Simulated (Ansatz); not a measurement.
# Lattice dynamics of HfRu (Pm-3m), part 3 of 3

Wanted: phonon frequencies of HfRu (Pm-3m) and what follows from them.

Ansatz 0.2.0; DFT PBEsol, scalar-relativistic, plane waves, PAW; PAW set soft_1.

So far. Step 3 (Tight relaxation): The forces vanish by symmetry and the pressure is 0.000 GPa, within the tolerances set. The cell now holds 16.52 Å³/atom. Step 4 (Zone-centre response): Before it was imposed, the acoustic sum rule was missed by 8.9e-5 eV/Å². Small misses are needed for a sound result but don't prove that mesh and cutoff are converged. The lowest optical mode is real, 172 cm⁻¹. The relaxed cell has a = 3.209 Å (conventional setting).

## (5) Response at finite wavevector (continued)

Harmonic thermodynamic functions per atom, from the density of states. Interpolated from a 4×4×4 q mesh. Thermodynamic functions, by row:

```
T (K)  F_vib (meV/atom)  S (J/mol-atom/K)  C_V (J/mol-atom/K)
    0              29.2                 0                   0
   50             28.85             2.589               6.632
  100             25.49             10.63               16.49
  200              6.86              24.4               22.32
  300            -23.56             33.77               23.73
  400             -62.3             40.67               24.25
  500            -107.4             46.11               24.49
  600            -157.6             50.59               24.63
  700              -212              54.4               24.71
  800            -270.1              57.7               24.77
  900            -331.5             60.62                24.8
 1000            -395.7             63.23               24.83
```

Harmonic mean-square displacement, third of the trace. Interpolated from a 4×4×4 q mesh. Mean square displacements, by row:

```
T (K)  Hf1 U_eq (Å²)  Ru2 U_eq (Å²)
    0        7.80e-4        9.90e-4
  100        0.00128        0.00135
  300        0.00327        0.00309
  600        0.00643        0.00599
```

Symmetry leaves 10 wavevectors to solve. The lowest mode among them, the acoustic zeros apart, lies at q = (0, 0, 0.25) and is real, 61.6 cm⁻¹.

## (6) Another isotope, element Hf, natural mass 178.486 amu

An isotope changes the mass and not the force constants, so no new electronic calculation is needed; the shifts show which modes move this element.

The same force constants with the mass of Hf changed from 178.486 to 173.940 u (phonopy, no LO-TO term). Both lists are sorted by frequency; levels can cross, so a row need not hold one and the same mode. Modes under 3 cm⁻¹ are left out. Isotope shifts, by row:

```
          q  rank  natural mass (cm⁻¹)  changed mass (cm⁻¹)
      0 0 0     4                171.5                172.3
      0 0 0     5                171.5                172.3
      0 0 0     6                171.5                172.3
   0 0 0.25     1                61.61                62.21
   0 0 0.25     2                61.61                62.21
   0 0 0.25     3                127.2                128.2
   0 0 0.25     4                166.8                167.3
   0 0 0.25     5                166.8                167.3
   0 0 0.25     6                203.3                204.4
   0 0 -0.5     1                90.34                91.51
   0 0 -0.5     2                90.34                91.51
   0 0 -0.5     3                165.2                165.2
   0 0 -0.5     4                165.2                165.2
   0 0 -0.5     5                207.4                207.4
   0 0 -0.5     6                207.9                210.7
0 0.25 0.25     1                81.66                82.55
0 0.25 0.25     2                100.9                101.8
0 0.25 0.25     3                151.3                  153
0 0.25 0.25     4                  167                167.3
0 0.25 0.25     5                189.3                  190
0 0.25 0.25     6                196.5                196.9
```

A mode of this element alone would shift by +1.30 %. The highest zone-centre frequency without the field goes from 171.5 to 172.3 cm⁻¹ (+0.5 %). The product of the frequency ratios over all optical modes at Γ is 1.014; the product rule, (m/m′)^(3k/2) (M′/M)^(3/2) with k = 1 such atoms and M the mass of the cell, gives 1.014.

## (7) Another isotope, element Ru, natural mass 101.07 amu

The same for Ru, from 101.07 to 103.91 u.

The same force constants with the mass of Ru changed from 101.070 to 103.905 u (phonopy, no LO-TO term). Both lists are sorted by frequency; levels can cross, so a row need not hold one and the same mode. Modes under 3 cm⁻¹ are left out. Isotope shifts, by row:

```
          q  rank  natural mass (cm⁻¹)  changed mass (cm⁻¹)
      0 0 0     4                171.5                  170
      0 0 0     5                171.5                  170
      0 0 0     6                171.5                  170
   0 0 0.25     1                61.61                 61.4
   0 0 0.25     2                61.61                 61.4
   0 0 0.25     3                127.2                126.5
   0 0 0.25     4                166.8                165.1
   0 0 0.25     5                166.8                165.1
   0 0 0.25     6                203.3                201.7
   0 0 -0.5     1                90.34                90.34
   0 0 -0.5     2                90.34                90.34
   0 0 -0.5     3                165.2                162.9
   0 0 -0.5     4                165.2                162.9
   0 0 -0.5     5                207.4                204.6
   0 0 -0.5     6                207.9                207.9
0 0.25 0.25     1                81.66                81.48
0 0.25 0.25     2                100.9                100.5
0 0.25 0.25     3                151.3                  151
0 0.25 0.25     4                  167                  165
0 0.25 0.25     5                189.3                187.5
0 0.25 0.25     6                196.5                194.2
```

A mode of this element alone would shift by -1.37 %. The highest zone-centre frequency without the field goes from 171.5 to 170.0 cm⁻¹ (-0.9 %). The product of the frequency ratios over all optical modes at Γ is 0.974; the product rule, (m/m′)^(3k/2) (M′/M)^(3/2) with k = 1 such atoms and M the mass of the cell, gives 0.974.

## (8) Results

```yaml
space_group_after_relaxation_within_0p01_a: Pm-3m
volume_per_atom: 16.5 Å³
electronic_character: no gap on this mesh
highest_optical_mode_at_the_zone_centre_no_lo_to_term: 172 cm⁻¹
lowest_optical_zone_centre_mode: 172 cm⁻¹
lowest_mode_on_the_q_mesh_acoustic_modes_at_gamma_apart: 61.6 cm⁻¹
highest_frequency_on_the_path_or_at_a_solved_wavevector: 216 cm⁻¹
zero_point_energy_per_atom: 29.2 meV
heat_capacity_at_300_k: 23.7 J/(mol atoms K)
vibrational_entropy_at_300_k: 33.8 J/(mol atoms K)
debye_temperature_second_moment: 302 K
imaginary_modes_on_the_4x4x4_q_mesh: none
```

What this shows: The structure is a minimum as far as tested: no mode is imaginary at the 10 irreducible wavevectors of the 4×4×4 mesh, and the softest away from the acoustic zeros lies at 62 cm⁻¹. The optical modes at Γ form one degenerate level at 172 cm⁻¹. With no gap, or one that is small against the smearing, the frequencies hang on the k mesh and the smearing, most of all near Kohn anomalies. Spin-orbit coupling is left out, which can matter for the heavy elements here. The PAW files were made for PBE and serve the other functionals too. These are harmonic frequencies at zero temperature: anharmonic shifts, linewidths and thermal expansion are left out.

[Logs are printed without paths, hosts, clocks, repeated set-up lines and the standing remarks that a program may print on its own settings, such as how far it seeks lower states.]

[Hosts, paths, dates, database ids (printed as entryN), source tags and the programs' standing remarks are cut or masked in the printed files.]
